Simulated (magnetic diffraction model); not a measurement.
**Ho2Rh3Pb5: the ordered moment from one line**

Space group C2/c (no. 15), a = 12.7510 Å, b = 13.7570 Å, c = 6.5580 Å, β = 118.46°.

| site | atom | x | y | z |
| --- | --- | --- | --- | --- |
| 8f | Pb | 0.3268 | 0.0872 | 0.8236 |
| 4e | Pb | 1/2 | 0.7791 | 1/4 |
| 4e | Pb | 1/2 | 0.2114 | 1/4 |
| 4e | Pb | 1/2 | 0.5122 | 1/4 |
| 8f | Ho | 0.2342 | 0.1349 | 0.2368 |
| 4e | Rh | 1/2 | 0.9978 | 3/4 |
| 8f | Rh | 0.6008 | 0.3560 | 0.1291 |

This is a made-up structure (elements placed in a structure type, unrelaxed), so the numbers test the method and describe no known phase.

Only Ho is taken to order (form factors of Ho3+); orders and moment sizes are assumed, and not adapted to the symmetry. Radiation: neutrons of λ = 2.567 Å, 3° to 45°; isotropic B of 0.27 Å² (Pb), 0.3 Å² (Ho) and 0.25 Å² (Rh). The intensities are simulated: I ∝ L Σ (|F_N|² + |F_M⊥|²) for unpolarised neutrons, with F_M = 2.695 fm/μB × Σ f(s) S exp(2πi Q·r) exp(−B s²) at Q = H ± k (one set where k and −k are equivalent), only the part normal to Q counting and L = 1/(sin²θ cos θ). For a modulated order the moment at position r is S exp(−2πi k·r) + c.c., with S = m/2 for a sine wave of amplitude m and S = m(u + iv)/2 for moments turning in a plane, u and v being orthogonal unit vectors in it; the phase factor of the sum at Q = H + k is then exp(2πi H·r). Form factors are spin-only for 3d ions and dipole or tabulated for f ions, scattering lengths are Sears's of 1992, and absorption is left out. A label names one of the reflections at its angle. The strongest nuclear line in the range is 100, and lines under 0.2 are left out.

In a first state the assumed order is k = (0 0.357 0), a sine wave with moments along [010] (amplitudes given), 9.5 μB on Ho; signs + at (0.2342, 0.1349, 0.2368), + at (0.7658, 0.1349, 0.2632), + at (0.7658, 0.8651, 0.7632), + at (0.2342, 0.8651, 0.7368), with this pattern:

| 2θ (°) | index | nuclear | magnetic |
| --- | --- | --- | --- |
| 14.85 | (1 0.643 0) | 0.0 | 10.7 |
| 16.99 | (1 1 0) | 3.9 | 0.0 |
| 19.66 | (1 1.357 0) | 0.0 | 3.5 |
| 21.51 | (0 2 0) | 4.3 | 0.0 |
| 25.06 | (1 1 -1) | 0.4 | 0.0 |
| 26.48 | (2 0 0) | 100.0 | 0.0 |
| 26.76 | (2 0.357 0) | 0.0 | 899.7 |
| 31.36 | (0 1.643 1) | 0.0 | 457.7 |
| 31.55 | (1 2.643 0) | 0.0 | 0.8 |
| 31.99 | (2 1.643 0) | 0.0 | 6.8 |
| 32.20 | (2 1.643 -1) | 0.0 | 440.9 |
| 33.77 | (0 2 1) | 23.1 | 0.0 |
| 34.36 | (2 2 0) | 31.7 | 0.0 |
| 34.56 | (2 2 -1) | 40.9 | 0.0 |
| 35.03 | (1 0.643 1) | 0.0 | 9.7 |
| 35.20 | (1 3 0) | 24.5 | 0.0 |
(The table stops after 16 lines; 14 more lie at higher angle.)

**Question.** Nearer the ordering temperature the line at 26.76° has total intensity 440.9 on the same scale, and all moments have shrunk alike. How large is the Ho moment?

The nuclear part, 0.0, stays, so the magnetic part is 440.9 against 899.7. It goes as m², so m = 9.5 × √(440.9/899.7) = 6.65 μB; the value used was 6.65 μB.
